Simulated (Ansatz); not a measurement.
# Cs2NaBH6: complex band structure

Aim: relax a made-up compound, Cs2NaBH6, and see how good a tunnel barrier it would be. It is built by putting B for Al in the Cs2NaAlH6 structure of space group Fm-3m, with the volume rescaled by atomic radii. The parent structure comes from the Materials Project.

Main program and level: Ansatz 0.2.0; PBE DFT, plane waves, PAW files, in the first sound run; inputs show where later runs differ.

The structure was built from a prototype and need not be the compound's stable phase.

## Step 1: The starting structure

Symmetry: Fm-3m, No. 225, cubic system. Conventional cell: a = 8.464 Å, b = 8.464 Å, c = 8.464 Å, α = 90.00°, β = 90.00°, γ = 90.00°. Nearest to Cs lie 12 H at 3.01 Å and 4 Na at 3.67 Å and 4 B at 3.67 Å. Na has 6 H at 2.47 Å nearest. Nearest to B lie 6 H at 1.77 Å and 8 Cs at 3.67 Å. Nearest to H lie 1 B at 1.77 Å and 1 Na at 2.47 Å and 4 H at 2.50 Å and 4 Cs at 3.01 Å. It derives from Cs2NaAlH6. B for Al in the Cs2NaAlH6 structure of space group Fm-3m. Farther neighbours are not listed.

As a file:

```cif
data_structure
_symmetry_space_group_name_H-M 'P 1'
_symmetry_Int_Tables_number 1
_cell_length_a 5.9850
_cell_length_b 5.9850
_cell_length_c 5.9850
_cell_angle_alpha 60.000
_cell_angle_beta 60.000
_cell_angle_gamma 60.000
_cell_volume 151.59
loop_
_atom_site_label
_atom_site_type_symbol
_atom_site_fract_x
_atom_site_fract_y
_atom_site_fract_z
_atom_site_occupancy
Cs1 Cs 0.25000 0.25000 0.25000 1
Cs2 Cs 0.75000 0.75000 0.75000 1
Na3 Na 0.50000 0.50000 0.50000 1
B4 B 0.00000 0.00000 0.00000 1
H5 H 0.20876 0.79124 0.79124 1
H6 H 0.20876 0.79124 0.20876 1
H7 H 0.79124 0.20876 0.79124 1
H8 H 0.79124 0.79124 0.20876 1
H9 H 0.20876 0.20876 0.79124 1
H10 H 0.79124 0.20876 0.20876 1
```

## Step 2: Relaxing the new crystal

The substituted atoms don't fit the parent's cell, so cell and atoms relax together. A small smearing keeps the run stable in case the gap closes on the way.

input.yaml reads:

```yaml
crystal:
  lattice:
    - [0.0, 4.2320048221, 4.2320048221]
    - [4.2320048221, 0.0, 4.2320048221]
    - [4.2320048221, 4.2320048221, 0.0]
  atoms:
    - { symbol: Cs, position: [0.25, 0.25, 0.25] }
    - { symbol: Cs, position: [0.75, 0.75, 0.75] }
    - { symbol: Na, position: [0.5, 0.5, 0.5] }
    - { symbol: B, position: [0.0, 0.0, 0.0] }
    - { symbol: H, position: [0.208755, 0.791245, 0.791245] }
    - { symbol: H, position: [0.208755, 0.791245, 0.208755] }
    - { symbol: H, position: [0.791245, 0.208755, 0.791245] }
    - { symbol: H, position: [0.791245, 0.791245, 0.208755] }
    - { symbol: H, position: [0.208755, 0.208755, 0.791245] }
    - { symbol: H, position: [0.791245, 0.208755, 0.208755] }
kpoints:
  mp_grid: { grid: [4, 4, 4] }
scf:
  occupations: { method: gaussian, width: 0.03 }
hamiltonian:
  xc: pbe
output:
  forces: true
  stress: true
relax:
  f_tol: 0.02
  max_steps: 60
  cell: {}
```

Launch:

```sh
> ansatz run input.yaml --threads 2 --pin off --max-ram 4096MiB --backend cpu --events-out ev --progress --plain --runs-dir out
```

Numbers of over 12 decimals in the logs are rounded to 6 here.

Log:

```text
Engine: ansatz 0.2.0, x86_64-unknown-linux-gnu
Pseudopotentials: kind: paw
Pseudopotential: Cs, paw, valence charge 9, recommended cutoff 420 eV (normal), Cs.paw.azcp
Pseudopotential: Na, paw, valence charge 9, recommended cutoff 420 eV (normal), Na.paw.azcp
Pseudopotential: B, paw, valence charge 3, recommended cutoff 420 eV (normal), B.paw.azcp
Pseudopotential: H, paw, valence charge 1, recommended cutoff 420 eV (normal), H.paw.azcp
Functional definition: PBE
  parameter kappa = 0.804
  parameter beta = 0.066725
  exchange = pbe_x(kappa = kappa, mu = beta*pi^2/3)
  correlation = pbe_c(beta = beta)
Crystal: 10 atoms, lattice volume = 151.589 Å³
Basis set: ecut = 420 eV, 2975 PW (Γ), exchange–correlation on 90×90×90 points (8 copies of the dense FFT grid, shifted against one another)
Bands: 28, of which v1, the nominal top of the filled ones, is band 18 counted from 1 (17 counted from 0)
Symmetry: 48 space group operations
Space group: Fm-3m (ITA 225), of the structure as read, at distance tolerance 5.3e-5 Å
k-points: 8 of 64
Non-local potential: Cs, projectors of the file, l = 0: 3, l = 1: 2, l = 2: 2, l = 3: 2
Non-local potential: Na, projectors of the file, l = 0: 3, l = 1: 2, l = 2: 1
Non-local potential: B, projectors of the file, l = 0: 2, l = 1: 2, l = 2: 1
Non-local potential: H, projectors of the file, l = 0: 2, l = 1: 1
PAW form: soft (Blöchl's): semilocal exchange-correlation on the pseudo side does not see the compensation charge
PAW one-centre angular grid: Cs, 194 points (default); XC on 64 Gauss nodes
PAW one-centre angular grid: Na, 110 points (default); XC on 64 Gauss nodes
PAW one-centre angular grid: B, 110 points (default); XC on 64 Gauss nodes
PAW one-centre angular grid: H, 110 points (default); XC on 64 Gauss nodes
Initial density: superposition of atomic densities (neutral atoms: chi_scale 0, normalization atom), corrected by the library's trained network
Initial wavefunctions: pseudopotential atomic-orbital guess
Functional: x = pbe(κ = 0.804, μ = 0.219515), c = pbe(β = 0.066725)
SCF iter   1: F=—  HF=-13077.019746 eV  |F-HF|=—  |Δ(HF+E_count)|=         —  Δρ=4.07e-3  dr2=6.06e-2  ethr=1.77e-3  ⟨swp⟩=8.4  Hψ=1172  notcnv=0  defer=3
preconditioner: auto → Resta (q_TF=auto, 2.147 Å⁻¹)  ε∞=3.0  [insulator: Δε(μ)=0.372 eV  Ē_g=10.374 eV  σ=0.030 eV  W_gap=1.00  n_scr=26 (ndim 8)  ℏωp=14.8 eV  f_vac=0.000  D(μ)=0.00/eV (n_scr^D=0)  ε∞_Penn≈3.0]
SCF iter   2: F=—  HF=-13077.002050 eV  |F-HF|=—  |Δ(HF+E_count)|=   1.77e-2  Δρ=7.78e-4  dr2=2.16e-3  ethr=1.68e-4  ⟨swp⟩=2.8  Hψ=347  notcnv=0  defer=29
SCF iter   3: F=—  HF=-13077.001747 eV  |F-HF|=—  |Δ(HF+E_count)|=   3.03e-4  Δρ=4.12e-4  dr2=5.94e-4  ethr=6.01e-6  ⟨swp⟩=2.0  Hψ=283  notcnv=0  defer=31
SCF iter   4: F=—  HF=-13077.001613 eV  |F-HF|=—  |Δ(HF+E_count)|=   1.34e-4  Δρ=9.02e-5  dr2=1.52e-5  ethr=1.65e-6  ⟨swp⟩=2.8  Hψ=295  notcnv=0  defer=31
SCF iter   5: F=—  HF=-13077.001640 eV  |F-HF|=—  |Δ(HF+E_count)|=   2.70e-5  Δρ=3.38e-5  dr2=1.24e-6  ethr=4.23e-8  ⟨swp⟩=2.0  Hψ=331  notcnv=0  defer=31
SCF iter   6: F=-13077.001641 eV  HF=-13077.001641 eV  |F-HF|=4.92e-9  |Δ(HF+E_count)|=   4.97e-7  Δρ=6.61e-6  dr2=8.61e-8  ethr=2.78e-10  ⟨swp⟩=3.0  Hψ=795  notcnv=0
SCF 1 converged in 6 iterations: F = -13077.001641 eV  dr2 = 8.61e-8
  greatest PAW one-centre occupation: 0.999 electrons in one spin orbital (limit 2), on the Na atom at site 2 (counted from 0), in its partial waves of l = 0
relax step   1: F+E_penalty+E_count = -13077.00164085 eV  Δ(F+E_penalty+E_count) = +0.000e0 eV  max|allowed force component| = 1.375e0 eV/Å  Δτ_max = 0.0000 Å  P = -5.097 GPa  Ω = 151.589 Å³  (6 SCF iters, dr2 threshold 1.00e-7 eV, accepted)
Crystal: 10 atoms, lattice volume = 142.350 Å³
Basis set: ecut = 420 eV, 2733 PW (Γ), exchange–correlation on 90×90×90 points (8 copies of the dense FFT grid, shifted against one another)
Initial density: handed on by an earlier stage of this run
Initial wavefunctions: those handed on with the density
SCF iter   1: F=—  HF=-13078.818464 eV  |F-HF|=—  |Δ(HF+E_count)|=         —  Δρ=2.09e-2  dr2=1.44e0  ethr=3.10e-3  ⟨swp⟩=4.6  Hψ=893  notcnv=0
preconditioner: auto → Resta (q_TF=auto, 2.170 Å⁻¹)  ε∞=3.0  [insulator: Δε(μ)=0.563 eV  Ē_g=10.889 eV  σ=0.030 eV  W_gap=1.00  n_scr=26 (ndim 8)  ℏωp=15.2 eV  f_vac=0.000  D(μ)=0.00/eV (n_scr^D=0)  ε∞_Penn≈3.0]
SCF iter   2: F=—  HF=-13078.450329 eV  |F-HF|=—  |Δ(HF+E_count)|=   3.68e-1  Δρ=5.68e-3  dr2=3.81e-2  ethr=3.10e-3  ⟨swp⟩=2.9  Hψ=362  notcnv=0  defer=30
SCF iter   3: F=—  HF=-13078.445091 eV  |F-HF|=—  |Δ(HF+E_count)|=   5.24e-3  Δρ=1.95e-3  dr2=2.67e-3  ethr=1.06e-4  ⟨swp⟩=2.2  Hψ=277  notcnv=0  defer=30
SCF iter   4: F=—  HF=-13078.444956 eV  |F-HF|=—  |Δ(HF+E_count)|=   1.35e-4  Δρ=3.27e-4  dr2=9.25e-5  ethr=7.42e-6  ⟨swp⟩=2.0  Hψ=306  notcnv=0  defer=30
SCF iter   5: F=—  HF=-13078.445016 eV  |F-HF|=—  |Δ(HF+E_count)|=   5.99e-5  Δρ=3.88e-5  dr2=2.85e-6  ethr=2.57e-7  ⟨swp⟩=2.1  Hψ=262  notcnv=0  defer=30
SCF iter   6: F=-13078.445018 eV  HF=-13078.445018 eV  |F-HF|=6.27e-8  |Δ(HF+E_count)|=   1.32e-6  Δρ=1.16e-5  dr2=1.71e-7  ethr=2.78e-9  ⟨swp⟩=4.0  Hψ=654  notcnv=0
SCF 2 converged in 6 iterations: F = -13078.445018 eV  dr2 = 1.71e-7
relax step   2: F+E_penalty+E_count = -13078.44501760 eV  Δ(F+E_penalty+E_count) = -1.443e0 eV  max|allowed force component| = 5.432e-1 eV/Å  Δτ_max = 0.1978 Å  P = -2.181 GPa  Ω = 142.350 Å³  energy of the carried Pulay correction = +4.662e-3 eV  (6 SCF iters, dr2 threshold 1.00e-6 eV, accepted)
Crystal: 10 atoms, lattice volume = 135.393 Å³
Basis set: ecut = 420 eV, 2685 PW (Γ), exchange–correlation on 90×90×90 points (8 copies of the dense FFT grid, shifted against one another)
iter 1 solved again at ethr=2.41e-3 eV; its pass at ethr=3.10e-3 eV (dr2=8.67e-1 eV) is discarded
SCF iter   1: F=—  HF=-13078.719062 eV  |F-HF|=—  |Δ(HF+E_count)|=         —  Δρ=1.79e-2  dr2=8.74e-1  ethr=2.41e-3  ⟨swp⟩=1.0  Hψ=1168  notcnv=0
preconditioner: auto → Resta (q_TF=auto, 2.188 Å⁻¹)  ε∞=3.0  [insulator: Δε(μ)=0.255 eV  Ē_g=11.147 eV  σ=0.030 eV  W_gap=1.00  n_scr=26 (ndim 8)  ℏωp=15.6 eV  f_vac=0.000  D(μ)=0.00/eV (n_scr^D=0)  ε∞_Penn≈3.0]
SCF iter   2: F=—  HF=-13078.488230 eV  |F-HF|=—  |Δ(HF+E_count)|=   2.31e-1  Δρ=4.08e-3  dr2=1.80e-2  ethr=2.41e-3  ⟨swp⟩=2.9  Hψ=383  notcnv=0
SCF iter   3: F=—  HF=-13078.485939 eV  |F-HF|=—  |Δ(HF+E_count)|=   2.29e-3  Δρ=1.49e-3  dr2=1.49e-3  ethr=5.01e-5  ⟨swp⟩=2.0  Hψ=346  notcnv=0  defer=24
SCF iter   4: F=—  HF=-13078.486134 eV  |F-HF|=—  |Δ(HF+E_count)|=   1.95e-4  Δρ=1.54e-4  dr2=6.12e-5  ethr=4.14e-6  ⟨swp⟩=2.1  Hψ=254  notcnv=0  defer=24
SCF iter   5: F=—  HF=-13078.486160 eV  |F-HF|=—  |Δ(HF+E_count)|=   2.55e-5  Δρ=4.64e-5  dr2=2.83e-6  ethr=1.70e-7  ⟨swp⟩=2.0  Hψ=291  notcnv=0  defer=24
SCF iter   6: F=-13078.486160 eV  HF=-13078.486160 eV  |F-HF|=2.03e-7  |Δ(HF+E_count)|=   5.99e-7  Δρ=1.37e-5  dr2=2.14e-7  ethr=2.78e-9  ⟨swp⟩=4.0  Hψ=658  notcnv=0
SCF 3 converged in 6 iterations: F = -13078.486160 eV  dr2 = 2.14e-7
relax step   3: F+E_penalty+E_count = -13078.48616010 eV  Δ(F+E_penalty+E_count) = -4.114e-2 eV  max|allowed force component| = 5.818e-1 eV/Å  Δτ_max = 0.1218 Å  P = +1.944 GPa  Ω = 135.393 Å³  energy of the carried Pulay correction = +8.370e-3 eV  (6 SCF iters, dr2 threshold 1.00e-6 eV, accepted)
[...]
relax step   4: F+E_penalty+E_count = -13078.58907605 eV  Δ(F+E_penalty+E_count) = -1.029e-1 eV  max|allowed force component| = 3.257e-2 eV/Å  Δτ_max = 0.0590 Å  P = -0.224 GPa  Ω = 138.332 Å³  energy of the carried Pulay correction = +6.782e-3 eV  (5 SCF iters, dr2 threshold 1.00e-6 eV, accepted)
[...]
relax step   5: F+E_penalty+E_count = -13078.59024208 eV  Δ(F+E_penalty+E_count) = -1.166e-3 eV  max|allowed force component| = 4.644e-3 eV/Å  Δτ_max = 0.0011 Å  P = +0.003 GPa  Ω = 137.485 Å³  energy of the carried Pulay correction = +7.236e-3 eV  (5 SCF iters, dr2 threshold 1.26e-7 eV, accepted)
Basis set: ecut = 420 eV, 2733 PW (Γ), exchange–correlation on 80×80×80 points (8 copies of the dense FFT grid, shifted against one another)
Initial wavefunctions: pseudopotential atomic-orbital guess (no wavefunctions were taken with the density)
iter 1 solved again at ethr=9.71e-7 eV; its pass at ethr=3.10e-3 eV (dr2=3.50e-4 eV) is discarded
SCF iter   1: F=—  HF=-13078.582939 eV  |F-HF|=—  |Δ(HF+E_count)|=         —  Δρ=2.11e-4  dr2=6.36e-6  ethr=9.71e-7  ⟨swp⟩=2.9  Hψ=1741  notcnv=0
preconditioner: auto → Resta (q_TF=auto, 2.182 Å⁻¹)  ε∞=3.0  [insulator: Δε(μ)=0.245 eV  Ē_g=10.929 eV  σ=0.030 eV  W_gap=1.00  n_scr=26 (ndim 8)  ℏωp=15.5 eV  f_vac=0.000  D(μ)=0.00/eV (n_scr^D=0)  ε∞_Penn≈3.0]
SCF iter   2: F=—  HF=-13078.582981 eV  |F-HF|=—  |Δ(HF+E_count)|=   4.16e-5  Δρ=1.09e-4  dr2=1.58e-6  ethr=1.77e-8  ⟨swp⟩=2.0  Hψ=325  notcnv=0
SCF iter   3: F=—  HF=-13078.582995 eV  |F-HF|=—  |Δ(HF+E_count)|=   1.45e-5  Δρ=5.36e-6  dr2=9.71e-9  ethr=4.40e-9  ⟨swp⟩=2.0  Hψ=320  notcnv=0
SCF iter   4: F=—  HF=-13078.582995 eV  |F-HF|=—  |Δ(HF+E_count)|=   3.62e-8  Δρ=8.44e-7  dr2=5.11e-10  ethr=2.70e-11  ⟨swp⟩=2.0  Hψ=360  notcnv=0
SCF iter   5: F=-13078.582995 eV  HF=-13078.582995 eV  |F-HF|=2.18e-11  |Δ(HF+E_count)|=   1.17e-9  Δρ=1.31e-7  dr2=3.08e-11  ethr=1.00e-12  ⟨swp⟩=4.0  Hψ=648  notcnv=0
SCF 6 converged in 5 iterations: F = -13078.582995 eV  dr2 = 3.08e-11
relax step   6: F+E_penalty+E_count = -13078.58299547 eV  Δ(F+E_penalty+E_count) = +7.247e-3 eV  max|allowed force component| = 5.363e-3 eV/Å  Δτ_max = 0.0000 Å  P = -0.016 GPa  Ω = 137.485 Å³  stress off target by 1.59e-2 GPa  SCF on the basis re-selected at this cell (its energy is not comparable with the rows above)  (5 SCF iters)
basis re-selected at this cell: Δ(F+E_penalty+E_count) = +7.247e-3 eV, ΔP = -0.019 GPa vs the last step (what re-selecting the basis moved, of the pressure what is left beyond the Pulay correction that the steps carried, after the strain that the cell walked since its last selection, with what the two solves' SCF thresholds leave and, on support functions, any second-order correction that the steps lacked; it is no measure of the basis error at this ecutwfc). The dense FFT grid was sized anew with the basis: this SCF ran on 40×40×40 points, the steps before it on 45×45×45, so part of this shift can come from that change (see relax.cell in the input reference). [rest of the remark cut]
SCF converged after 5 iterations
Free energy (F): -13078.582995 eV
Harris-Foulkes:  -13078.582995 eV  (|F-HF|=2.18e-11)
Internal energy: -13078.582995 eV  (E = F + TS)
E sigma→0 (E₀):  -13078.582995 eV
Fermi energy:    5.742543 eV
--- Per-component energies (eV) ---
  E_band       = -288.519016
  E_kinetic    = 537.041360
  E_local      = -1789.834276  (includes V_loc(G=0)·N_el)
  E_nonlocal   = 194.140584
  E_hartree    = 635.566496
  E_xc         = -475.720004
  E_vxc        = -413.896209  (∫ρ·V_xc dr)
  E_paw        = -10477.654751  (= ΣΔE_a)
  E_vpaw       = -87.096218  (= ΣTr[D̂ρ^β])
  E_aug_tail   = -0.007225  (compensation charges beyond the density's cutoff)
  E_ewald      = -1702.115180
  E_smearing   = -0.000000  (= −TS)
  E_closure    = 0.000000  (closes the sum)
  Σ components = -13078.582995   (vs F -13078.582995, Δ=0.00e0)
--- Forces (eV/Å), atoms counted from 1 ---
  atom   1  Cs     0.00000000     0.00000000    -0.00000000
  atom   2  Cs    -0.00000000    -0.00000000    -0.00000000
  atom   3  Na     0.00000000    -0.00000000     0.00000000
  atom   4  B      0.00000000    -0.00000000     0.00000000
  atom   5  H      0.00536294    -0.00000000    -0.00000000
  atom   6  H      0.00000000    -0.00536294     0.00000000
  atom   7  H     -0.00000000     0.00536294    -0.00000000
  atom   8  H      0.00000000     0.00000000     0.00536294
  atom   9  H     -0.00000000    -0.00000000    -0.00536294
  atom  10  H     -0.00536294     0.00000000     0.00000000
  max |Σ_I F_I| component: 1.04e-17 eV/Å
--- Stress (GPa, compression-positive) ---
       -0.015889      -0.000000       0.000000
       -0.000000      -0.015889       0.000000
        0.000000       0.000000      -0.015889
  P = ⅓ Tr σ = -0.0159 GPa (-0.159 kbar)
--- Relaxed structure (5 steps of the walk, 5 accepted, 1 SCFs on fresh bases) ---
  F+E_penalty+E_count = -13078.58299547 eV   max|allowed force component| = 5.363e-3 eV/Å   (the final SCF, on the basis selected at the relaxed cell)
  cell:  # Å, volume = 137.4849 Å³
    - [0, 4.096456, 4.096456]
    - [4.096456, 0, 4.096456]
    - [4.096456, 4.096456, 0]
  atoms:
    - { symbol: Cs, position: [0.25, 0.25, 0.25] }
    - { symbol: Cs, position: [0.750000, 0.750000, 0.750000] }
    - { symbol: Na, position: [0.5, 0.5, 0.5] }
    - { symbol: B, position: [-1.15286016469229e-18, -1.1528601646922895e-18, 1.1528601646922901e-18] }
    - { symbol: H, position: [0.177832, 0.822168, 0.822168] }
    - { symbol: H, position: [0.177832, 0.822168, 0.177832] }
    - { symbol: H, position: [0.822168, 0.177832, 0.822168] }
    - { symbol: H, position: [0.822168, 0.822168, 0.177832] }
    - { symbol: H, position: [0.177832, 0.177832, 0.822168] }
    - { symbol: H, position: [0.822168, 0.177832, 0.177832] }
```

Elapsed: 5.9 s, on 2 threads of Intel Xeon Platinum 8488C (Sapphire Rapids), shared host; peak memory 0.48 GiB.

Step by step:

```
step  energy less that of the first step (eV)  largest force component (eV/Å)  pressure (GPa)  volume (Å³)
   1                                   0.0000                          1.3750           -5.10       151.59
   2                                  -1.4434                          0.5432           -2.18       142.35
   3                                  -1.4845                          0.5818            1.94       135.39
   4                                  -1.5874                          0.0326           -0.22       138.33
   5                                  -1.5886                          0.0046            0.00       137.48
  6*                                  -1.5814                          0.0054           -0.02       137.48
```

Relaxation steps marked * repeat the geometry before them on a plane-wave basis chosen anew for their cell, so energy and pressure can jump there.

Forces are held to the 48 operations that the run works with; a distortion that breaks them can't arise in this run.

```
conventional cell, symmetrised  before  after  change
                         a (Å)   8.464  8.193  -3.2 %
                         b (Å)   8.464  8.193  -3.2 %
                         c (Å)   8.464  8.193  -3.2 %
              volume (Å³/atom)   15.16  13.75  -9.3 %
```

The atoms that moved most (Å, as changes of fractional coordinates times the final cell):

```
atom      dx      dy      dz  length
  H7   0.000   0.253   0.000   0.253
  H8   0.000   0.000   0.253   0.253
  H5   0.253   0.000   0.000   0.253
  H6   0.000  -0.253   0.000   0.253
 H10  -0.253   0.000   0.000   0.253
  H9   0.000   0.000  -0.253   0.253
```

Numbers from this step:

```yaml
free_energy: -13078.5830 eV
fermi_energy: 5.743 eV
pressure: -0.01589 GPa
```

The largest force component on a free atom ends at 0.0054 eV/Å.

[end of part 1 of 4]

[Logs are printed without paths, hosts, clocks, repeated set-up lines and the standing remarks that a program may print on its own settings, such as how far it seeks lower states.]

[Hosts, paths, dates, database ids (printed as entryN), source tags and the programs' standing remarks are cut or masked in the printed files.]
